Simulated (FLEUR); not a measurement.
# Does 1 ML Ni on Ta(001), 5 substrate layers carry moments in FLEUR?

Wanted: the moments of 1 ML Ni on Ta(001), 5 substrate layers and the energy gained by spin polarisation.

Main program and level: FLEUR MaX-R8.1; PBEsol; all-electron FLAPW film, Dirac cores, scalar-relativistic bands.

### 1. The starting structure

The cell holds 6 atoms: 5 Ta and 1 Ni. Cell: a = 3.303 Å, b = 3.303 Å, c = 21.900 Å, α = 90.0°, β = 90.0°, γ = 90.0°. Pseudomorphic film on a typed substrate lattice, hard-sphere layer spacings, unrelaxed. Vacuum lies along c.

As a file:

```xyz
6
Lattice="3.3026 0.0000 0.0000 0.0000 3.3026 0.0000 0.0000 0.0000 21.8996" Properties=species:S:1:pos:R:3
Ta    0.0000    0.0000    7.0000
Ta    1.6513    1.6513    8.6513
Ta    0.0000    0.0000   10.3026
Ta    1.6513    1.6513   11.9538
Ta    0.0000    0.0000   13.6051
Ni    1.6513    1.6513   14.8996
```

### 2. Order 1, typed as ferro +

The parallel start is the test of whether parallel moments hold.

inpgen writes inp.xml from crystal.txt; cutoffs, mixing, functional, smearing and local orbitals are then set in the file. The k list default-1 (kpts.xml, not shown) is a Γ-centred 8×8×1 mesh; where the ranks do not divide the number of points, some are split in two of half the weight.

inp.xml

```
<?xml version="1.0" encoding="UTF-8" standalone="no"?>
<fleurInput fleurInputVersion="0.39">
   <comment>
      Ta5Ni
   </comment>
   <calculationSetup>
      <cutoffs Kmax="3.6" Gmax="10.8" GmaxXC="10.8" numbands="0"/>
      <scfLoop itmax="120" minDistance="0.00002" maxIterBroyd="15" imix="Anderson" alpha="0.03" precondParam="0.0" spinf="2.0" sdNocoIR="T"/>
      <coreElectrons ctail="T" frcor="F" kcrel="0" coretail_lmax="0"/>
      <xcFunctional name="PBEs" relativisticCorrections="F"/>
      <magnetism jspins="2"/>
      <soc l_soc="F" theta="0.0" phi="0.0" spav="F"/>
      <expertModes spex="0" secvar="F"/>
      <geometryOptimization l_f="F" forcealpha="1.0" forcemix="BFGS" epsdisp="0.00001" epsforce="0.00001"/>
      <ldaU l_linMix="F" mixParam="0.05" spinf="1.0"/>
   </calculationSetup>
   <cell>
      <bzIntegration valenceElectrons="153.0" mode="hist" fermiSmearingEnergy="0.00293995">
         <kPointListSelection listName="default-1"/>
         <xi:include xmlns:xi="http://www.w3.org/2001/XInclude" href="kpts.xml"> </xi:include>
      </bzIntegration>
      <xi:include xmlns:xi="http://www.w3.org/2001/XInclude" href="sym.xml"> </xi:include>
      <filmLattice scale="1.0" dVac="20.53" dTilda="23.03">
         <bravaisMatrixFilm>
            <row-1>    6.2409339100589758     0.0000000000000000</row-1>
            <row-2>    0.0000000000000000     6.2409339100589758</row-2>
         </bravaisMatrixFilm>
         <vacuumEnergyParameters vacuum="1" spinUp="-.25" spinDown="-.25"/>
         <vacuumEnergyParameters vacuum="2" spinUp="-.25" spinDown="-.25"/>
      </filmLattice>
   </cell>
   <atomSpecies>
      <species name="Tantalum (Ta)" element="Ta" atomicNumber="73">
         <mtSphere radius="2.4" gridPoints="793" logIncrement="0.017"/>
         <atomicCutoffs lmax="10" lnonsphr="8"/>
         <electronConfig flipSpins="F">
            <coreConfig>(1s1/2) (2s1/2) (2p1/2) (2p3/2) (3s1/2) (3p1/2) (3p3/2) (4s1/2) (3d3/2) (3d5/2) (4p1/2) (4p3/2) (4d3/2) (4d5/2)</coreConfig>
            <valenceConfig>(5s1/2) (5p1/2) (5p3/2) (6s1/2) (4f5/2) (4f7/2) (5d3/2) (5d5/2)</valenceConfig>
            <stateOccupation state="(5d3/2)" spinUp="0.600000" spinDown="0.600000"/>
            <stateOccupation state="(5d5/2)" spinUp="0.900000" spinDown="0.900000"/>
         </electronConfig>
         <energyParameters s="6" p="6" d="5" f="5"/>
         <lo type="SCLO" l="0" n="5" eDeriv="0"/>
         <lo type="SCLO" l="1" n="5" eDeriv="0"/>
         <lo type="SCLO" l="3" n="4" eDeriv="0"/>
      </species>
      <species name="Nickel (Ni1.000" element="Ni" atomicNumber="28">
         <mtSphere radius="2.4" gridPoints="793" logIncrement="0.016"/>
         <atomicCutoffs lmax="10" lnonsphr="8"/>
         <electronConfig flipSpins="F">
            <coreConfig>(1s1/2) (2s1/2) (2p1/2) (2p3/2)</coreConfig>
            <valenceConfig>(3s1/2) (3p1/2) (3p3/2) (4s1/2) (3d3/2) (3d5/2)</valenceConfig>
            <stateOccupation state="(3d3/2)" spinUp="1.6" spinDown="1.6"/>
            <stateOccupation state="(3d5/2)" spinUp="2.9" spinDown="1.9"/>
         </electronConfig>
         <energyParameters s="4" p="4" d="3" f="4"/>
         <lo type="SCLO" l="0" n="3" eDeriv="0"/>
         <lo type="SCLO" l="1" n="3" eDeriv="0"/>
      </species>
   </atomSpecies>
   <atomGroups>
      <atomGroup species="Tantalum (Ta)">
         <filmPos label="                   1">.0000000000 .0000000000 -7.4640677641</filmPos>
         <force calculate="T" relaxXYZ="TTT"/>
      </atomGroup>
      <atomGroup species="Tantalum (Ta)">
         <filmPos label="                   2">1.000/2.000 1.000/2.000 -4.3435693076</filmPos>
         <force calculate="T" relaxXYZ="TTT"/>
      </atomGroup>
      <atomGroup species="Tantalum (Ta)">
         <filmPos label="                   3">.0000000000 .0000000000 -1.2231122353</filmPos>
         <force calculate="T" relaxXYZ="TTT"/>
      </atomGroup>
      <atomGroup species="Tantalum (Ta)">
         <filmPos label="                   4">1.000/2.000 1.000/2.000 1.8973448369</filmPos>
         <force calculate="T" relaxXYZ="TTT"/>
      </atomGroup>
      <atomGroup species="Tantalum (Ta)">
         <filmPos label="                   5">.0000000000 .0000000000 5.0178019091</filmPos>
         <force calculate="T" relaxXYZ="TTT"/>
      </atomGroup>
      <atomGroup species="Nickel (Ni1.000">
         <filmPos label="                   6">1.000/2.000 1.000/2.000 7.4640677641</filmPos>
         <force calculate="T" relaxXYZ="TTT"/>
      </atomGroup>
   </atomGroups>
   <output dos="F" band="F" slice="F">
      <bandDOS minEnergy="-.5*Htr" maxEnergy="0.5*Htr" sigma="0.015" storeEVData="T"/>
      <plotting iplot="0" polar="F">
         <plot TwoD="T" vec1="  1.0  0.0  0.0" vec2="  0.0  1.0  0.0" vec3="  0.0  0.0  1.0" zero="  0.0  0.0 -0.5" file="plot"/>
      </plotting>
      <moessbauerParams electricFieldGradient="F" isomerShift="F" coreHyperfine="F" valenceHyperfine="F"/>
   </output>
</fleurInput>
```

crystal.txt

```
Ta5Ni
&input film=T cartesian=F /
3.30256000000  0.00000000000  0.00000000000
0.00000000000  3.30256000000  0.00000000000
0.00000000000  0.00000000000  1.00000000000
1.8897261246
1.0 1.0 1.0

6
73 0.00000000000  0.00000000000  -7.46406776410
73 0.50000000000  0.50000000000  -4.34356930759
73 0.00000000000  0.00000000000  -1.22311223535
73 0.50000000000  0.50000000000  1.89734483689
73 0.00000000000  0.00000000000  5.01780190913
28 0.50000000000  0.50000000000  7.46406776410 : 1.000

&kpt div1=8 div2=8 div3=1 gamma=T /
```

Command:

```
$ OMP_NUM_THREADS=1 inpgen -f crystal.txt > inpgen.log  # inp.xml is then edited as shown
$ OMP_NUM_THREADS=1 mpirun -n 4 fleur_MPI > fleur.log
```

What it wrote:

```text
Welcome to FLEUR        (www.flapw.de)
      MaX-Release 8.1          (www.max-centre.eu)

 ========== k-point set info ==========
 Selected k-point list: default-1
 k-point list type: mesh
 0 x 0 x 0
 Number of k points: 16

 ------------Calculation Setup---------------------------
 Number of MPI-tasks      :            4
 Number of PE/node        :            4
 Number of OMP-threads    :            1
 k-points in parallel     :            4
 pe's per k-point         :            1
 No of k-point loops      :            4
 Eigenvalue solver        :       lapack
 Number of basis functions:          845
 Approximate size of matrices (H+S) per k-point:         0.021 GB
 --------------------------------------------------------
 Iteration:     1   Distance:      22.15403931 me/bohr^3
 Iteration:     2   Distance:      27.57590121 me/bohr^3
 Iteration:     3   Distance:      14.66288851 me/bohr^3
 Iteration:     4   Distance:      15.57793745 me/bohr^3
 Iteration:     5   Distance:      16.02429755 me/bohr^3
 Iteration:     6   Distance:      13.47016097 me/bohr^3
 Iteration:     7   Distance:       9.86046121 me/bohr^3
 Iteration:     8   Distance:       9.91012822 me/bohr^3
 Iteration:     9   Distance:      20.09677796 me/bohr^3
 Iteration:    10   Distance:       7.75086189 me/bohr^3
[... 46 iterations left out ...]
 Iteration:    57   Distance:       0.00009835 me/bohr^3
 Iteration:    58   Distance:       0.00009722 me/bohr^3
 Iteration:    59   Distance:       0.00009668 me/bohr^3
 Iteration:    60   Distance:       0.00009509 me/bohr^3
 Iteration:    61   Distance:       0.00009698 me/bohr^3
 Iteration:    62   Distance:       0.00006403 me/bohr^3
 Iteration:    63   Distance:       0.00004472 me/bohr^3
 Iteration:    64   Distance:       0.00003179 me/bohr^3
 Iteration:    65   Distance:       0.00002187 me/bohr^3
 Iteration:    66   Distance:       0.00001722 me/bohr^3

 ********************************************************************
 Run finished successfully
 Stop message:
   all done
 ********************************************************************

--- out.xml (last complete iteration) ---
<iteration numberForCurrentRun="   66" overallNumber="   66">
         [... left out ...]
         <bandgap value="0.0000000000" units="eV"/>
         <sumValenceSingleParticleEnergies value="-161.7577093739" units="Htr"/>
         <FermiEnergy value="-0.1685766632" units="Htr"/>
         <valenceDensity>
            <mtCharges spin="1">
               <mtCharge atomType="1" total="12.1758949" s="1.1500747" p="2.9970449" d="1.0335717" f="6.9940728"/>
               <mtCharge atomType="2" total="12.2620178" s="1.1498648" p="3.0419388" d="1.0693491" f="6.9989423"/>
               <mtCharge atomType="3" total="12.2684948" s="1.1475688" p="3.0426672" d="1.0774481" f="6.9987944"/>
               <mtCharge atomType="4" total="12.2743284" s="1.1496570" p="3.0392304" d="1.0842291" f="6.9991513"/>
               <mtCharge atomType="5" total="12.2083610" s="1.1463556" p="3.0312389" d="1.0280236" f="7.0002135"/>
               <mtCharge atomType="6" total="8.5950055" s="1.2627934" p="3.1259177" d="4.1980698" f="0.0063018"/>
            </mtCharges>
            <mtCharges spin="2">
               <mtCharge atomType="1" total="12.1758950" s="1.1500747" p="2.9970449" d="1.0335718" f="6.9940728"/>
               <mtCharge atomType="2" total="12.2620177" s="1.1498648" p="3.0419388" d="1.0693491" f="6.9989423"/>
               <mtCharge atomType="3" total="12.2684949" s="1.1475688" p="3.0426672" d="1.0774482" f="6.9987944"/>
               <mtCharge atomType="4" total="12.2743286" s="1.1496570" p="3.0392305" d="1.0842293" f="6.9991513"/>
               <mtCharge atomType="5" total="12.2083604" s="1.1463556" p="3.0312389" d="1.0280231" f="7.0002135"/>
               <mtCharge atomType="6" total="8.5950050" s="1.2627934" p="3.1259176" d="4.1980693" f="0.0063018"/>
            </mtCharges>
            <spinDependentCharge spin="1" total="76.5000004" interstitial="6.5592636" mtSpheres="69.7841023" vacuum1="0.0450523" vacuum2="0.1115822"/>
            <spinDependentCharge spin="2" total="76.4999998" interstitial="6.5592635" mtSpheres="69.7841017" vacuum1="0.0450523" vacuum2="0.1115822"/>
            <totalCharge value="153.0000002180"/>
         </valenceDensity>
         [... left out ...]
         <allElectronCharges>
            <spinDependentCharge spin="1" total="196.5000004" interstitial="6.5592739" mtSpheres="189.7840920" vacuum1="0.0450523" vacuum2="0.1115822"/>
            <spinDependentCharge spin="2" total="196.4999998" interstitial="6.5592738" mtSpheres="189.7840915" vacuum1="0.0450523" vacuum2="0.1115822"/>
            <totalCharge value="393.0000001973"/>
         </allElectronCharges>
         <magneticMomentsInMTSpheres units="muBohr">
            <globalMagMoment atomType="1" vec="0.00000   0.00000   0.00000"/>
            <localMagMoment atomType="1" vec="0.00000   0.00000   0.00000"/>
            <globalMagMoment atomType="2" vec="0.00000   0.00000   0.00000"/>
            <localMagMoment atomType="2" vec="0.00000   0.00000   0.00000"/>
            <globalMagMoment atomType="3" vec="0.00000   0.00000   0.00000"/>
            <localMagMoment atomType="3" vec="0.00000   0.00000   0.00000"/>
            <globalMagMoment atomType="4" vec="0.00000   0.00000   0.00000"/>
            <localMagMoment atomType="4" vec="0.00000   0.00000   0.00000"/>
            <globalMagMoment atomType="5" vec="0.00000   0.00000   0.00000"/>
            <localMagMoment atomType="5" vec="0.00000   0.00000   0.00000"/>
            <globalMagMoment atomType="6" vec="0.00000   0.00000   0.00000"/>
            <localMagMoment atomType="6" vec="0.00000   0.00000   0.00000"/>
         </magneticMomentsInMTSpheres>
         <orbitalMomentsInMTSpheres units="muBohr">
            <globalMagMoment atomType="1" vec="0.00000   0.00000   0.00000"/>
            <localMagMoment atomType="1" vec="0.00000   0.00000   0.00000"/>
            <globalMagMoment atomType="2" vec="0.00000   0.00000   0.00000"/>
            <localMagMoment atomType="2" vec="0.00000   0.00000   0.00000"/>
            <globalMagMoment atomType="3" vec="0.00000   0.00000   0.00000"/>
            <localMagMoment atomType="3" vec="0.00000   0.00000   0.00000"/>
            <globalMagMoment atomType="4" vec="0.00000   0.00000   0.00000"/>
            <localMagMoment atomType="4" vec="0.00000   0.00000   0.00000"/>
[... rest left out ...]
```

Wall time 8.6 min (4 MPI ranks of Intel Xeon Platinum 8259CL at 2.50GHz (Skylake/Cascade Lake), shared host); peak memory 0.63 GiB.

The spin moment in the muffin-tin sphere vanishes on all atoms.

Read from the output:

- free energy: -2166755.5702 eV
- program's band gap on this mesh (in a metal only a level spacing): 0 eV
- final state: non-magnetic

After 66 cycles the seed has died away: no moment is left.

### 3. Start 2: no spin polarisation

Without spin polarisation no moment can form, so the difference from the other runs is what forming moments gains.

Changes to inp.xml since step 2:

```diff
@@ -10,3 +10,3 @@
       <xcFunctional name="PBEs" relativisticCorrections="F"/>
-      <magnetism jspins="2"/>
+      <magnetism jspins="1"/>
       <soc l_soc="F" theta="0.0" phi="0.0" spav="F"/>
@@ -46,3 +46,3 @@
       </species>
-      <species name="Nickel (Ni1.000" element="Ni" atomicNumber="28">
+      <species name="Nickel (Ni)" element="Ni" atomicNumber="28">
          <mtSphere radius="2.4" gridPoints="793" logIncrement="0.016"/>
@@ -52,4 +52,4 @@
             <valenceConfig>(3s1/2) (3p1/2) (3p3/2) (4s1/2) (3d3/2) (3d5/2)</valenceConfig>
-            <stateOccupation state="(3d3/2)" spinUp="1.6" spinDown="1.6"/>
-            <stateOccupation state="(3d5/2)" spinUp="2.9" spinDown="1.9"/>
+            <stateOccupation state="(3d3/2)" spinUp="1.600000" spinDown="1.600000"/>
+            <stateOccupation state="(3d5/2)" spinUp="2.400000" spinDown="2.400000"/>
          </electronConfig>
@@ -81,3 +81,3 @@
       </atomGroup>
-      <atomGroup species="Nickel (Ni1.000">
+      <atomGroup species="Nickel (Ni)">
          <filmPos label="                   6">1.000/2.000 1.000/2.000 7.4640677641</filmPos>
```

Changes to crystal.txt since step 2:

```diff
@@ -14,3 +14,3 @@
 73 0.00000000000  0.00000000000  5.01780190913
-28 0.50000000000  0.50000000000  7.46406776410 : 1.000
+28 0.50000000000  0.50000000000  7.46406776410
```

What it wrote:

```text
[banner, memory and clock lines left out]
Welcome to FLEUR        (www.flapw.de)
      MaX-Release 8.1          (www.max-centre.eu)

 ========== k-point set info ==========
 Selected k-point list: default-1
 k-point list type: mesh
 0 x 0 x 0
 Number of k points: 16

 ------------Calculation Setup---------------------------
 Number of PE/node        :            4
 Number of OMP-threads    :            1
 k-points in parallel     :            4
 pe's per k-point         :            1
 No of k-point loops      :            4
 Eigenvalue solver        :       lapack
 Number of basis functions:          845
 Approximate size of matrices (H+S) per k-point:         0.021 GB
 Iteration:     1   Distance:      18.74532883 me/bohr^3
 Iteration:     2   Distance:      24.01002149 me/bohr^3
 Iteration:     3   Distance:      16.20754359 me/bohr^3
 Iteration:     4   Distance:      16.82520762 me/bohr^3
 Iteration:     5   Distance:      17.49312780 me/bohr^3
 Iteration:     6   Distance:      11.60007958 me/bohr^3
 Iteration:     7   Distance:      11.00010113 me/bohr^3
 Iteration:     8   Distance:      30.54300141 me/bohr^3
 Iteration:     9   Distance:      10.58448532 me/bohr^3
 Iteration:    10   Distance:      10.13692338 me/bohr^3
[... 23 iterations left out ...]
 Iteration:    34   Distance:       0.00439759 me/bohr^3
 Iteration:    35   Distance:       0.00248303 me/bohr^3
 Iteration:    36   Distance:       0.00108420 me/bohr^3
 Iteration:    37   Distance:       0.00096389 me/bohr^3
 Iteration:    38   Distance:       0.00052296 me/bohr^3
 Iteration:    39   Distance:       0.00022921 me/bohr^3
 Iteration:    40   Distance:       0.00007140 me/bohr^3
 Iteration:    41   Distance:       0.00011985 me/bohr^3
 Iteration:    42   Distance:       0.00003969 me/bohr^3
 Iteration:    43   Distance:       0.00001781 me/bohr^3

 ********************************************************************
 Run finished successfully
 Stop message:
   all done
 ********************************************************************

--- out.xml (last complete iteration) ---
<iteration numberForCurrentRun="   43" overallNumber="   43">
         [... left out ...]
         <bandgap value="0.0000000000" units="eV"/>
         <sumValenceSingleParticleEnergies value="-161.7577158043" units="Htr"/>
         <FermiEnergy value="-0.1685767103" units="Htr"/>
         <valenceDensity>
            <mtCharges spin="1">
               <mtCharge atomType="1" total="24.3517899" s="2.3001495" p="5.9940898" d="2.0671435" f="13.9881455"/>
               <mtCharge atomType="2" total="24.5240352" s="2.2997295" p="6.0838776" d="2.1386980" f="13.9978846"/>
               <mtCharge atomType="3" total="24.5369895" s="2.2951376" p="6.0853344" d="2.1548960" f="13.9975887"/>
               <mtCharge atomType="4" total="24.5486574" s="2.2993140" p="6.0784609" d="2.1684587" f="13.9983025"/>
               <mtCharge atomType="5" total="24.4167212" s="2.2927112" p="6.0624777" d="2.0560465" f="14.0004271"/>
               <mtCharge atomType="6" total="17.1900106" s="2.5255869" p="6.2518354" d="8.3961391" f="0.0126036"/>
            </mtCharges>
            <spinDependentCharge spin="1" total="153.0000002" interstitial="13.1185273" mtSpheres="139.5682038" vacuum1="0.0901047" vacuum2="0.2231645"/>
            <totalCharge value="153.0000002180"/>
         </valenceDensity>
         [... left out ...]
         <totalEnergy value="   -79626.7933608571" units="Htr">
            <sumOfEigenvalues value="   -48863.9489387171">
               <coreElectrons value="-48702.1912229128"/>
               <valenceElectrons value="-161.7577158043"/>
            </sumOfEigenvalues>
            <densityCoulombPotentialIntegral value="-135950.2525335327"/>
            <densityEffectivePotentialIntegral value="-138092.3937813262"/>
            <chargeDenXCDenIntegral value="-1626.8518687580"/>
            <FockExchangeEnergyValence value="0.0000000000"/>
            <FockExchangeEnergyCore value="0.0000000000"/>
         [... left out ...]
            <tkbTimesEntropy value="0.0051651788"/>
            <freeEnergy value="-79626.7985260359"/>
            <extrapolationTo0K value="-79626.7959434465"/>
         </totalEnergy>
         <densityConvergence units="me/bohr^3">
            <chargeDensity spin="1" distance="0.0000178081"/>
         </densityConvergence>
      </iteration>
```

Run time: 3.2 min. Hardware: 4 MPI ranks; peak memory 0.45 GiB.

Read from the output:

* free energy: -2166755.5702 eV
* program's band gap on this mesh (in a metal only a level spacing): 0 eV
* final state: non-magnetic (no spin polarisation)

It ends in the same state without moments as the first start; the 0.0025 meV a seeded atom between them is numerical noise.

### 4. Ranking

Free energies are divided by the number of seeded atoms.

Orders:

```tsv
start	final state	typed order kept	energy over the lowest (meV a seeded atom)	largest sphere moment (μB)	net moment (μB a primitive cell)	mesh matched	CPU time (s)
ferro +	non-magnetic	no	0	0	0	yes	2064
no spin polarisation	non-magnetic	-	0.002539	0	0	yes	761.6
```

### 5. Summary of results

```json
{"lower run": "without moments", "largest site spin moment": "0 μB"}
```

The lowest state carries no moment above 0.15 μB, and no start kept one. No antiferromagnetic order was tried, so the session says nothing on how the moments order. A substrate of 5 unrelaxed layers is a model; thickness and relaxation can move these numbers.

[Logs and program files are shortened in this print: banners, set-up blocks, solver, clock and traceback lines can be left out without a mark of their own.]

[Logs are printed without paths, hosts, clocks, repeated set-up lines and the standing remarks that a program may print on its own settings, such as how far it seeks lower states.]

[Hosts, paths, dates, database ids (printed as entryN), source tags and the programs' standing remarks are cut or masked in the printed files.]

[Where a cell is said to come from a database of computed structures, the database is the Materials Project.]
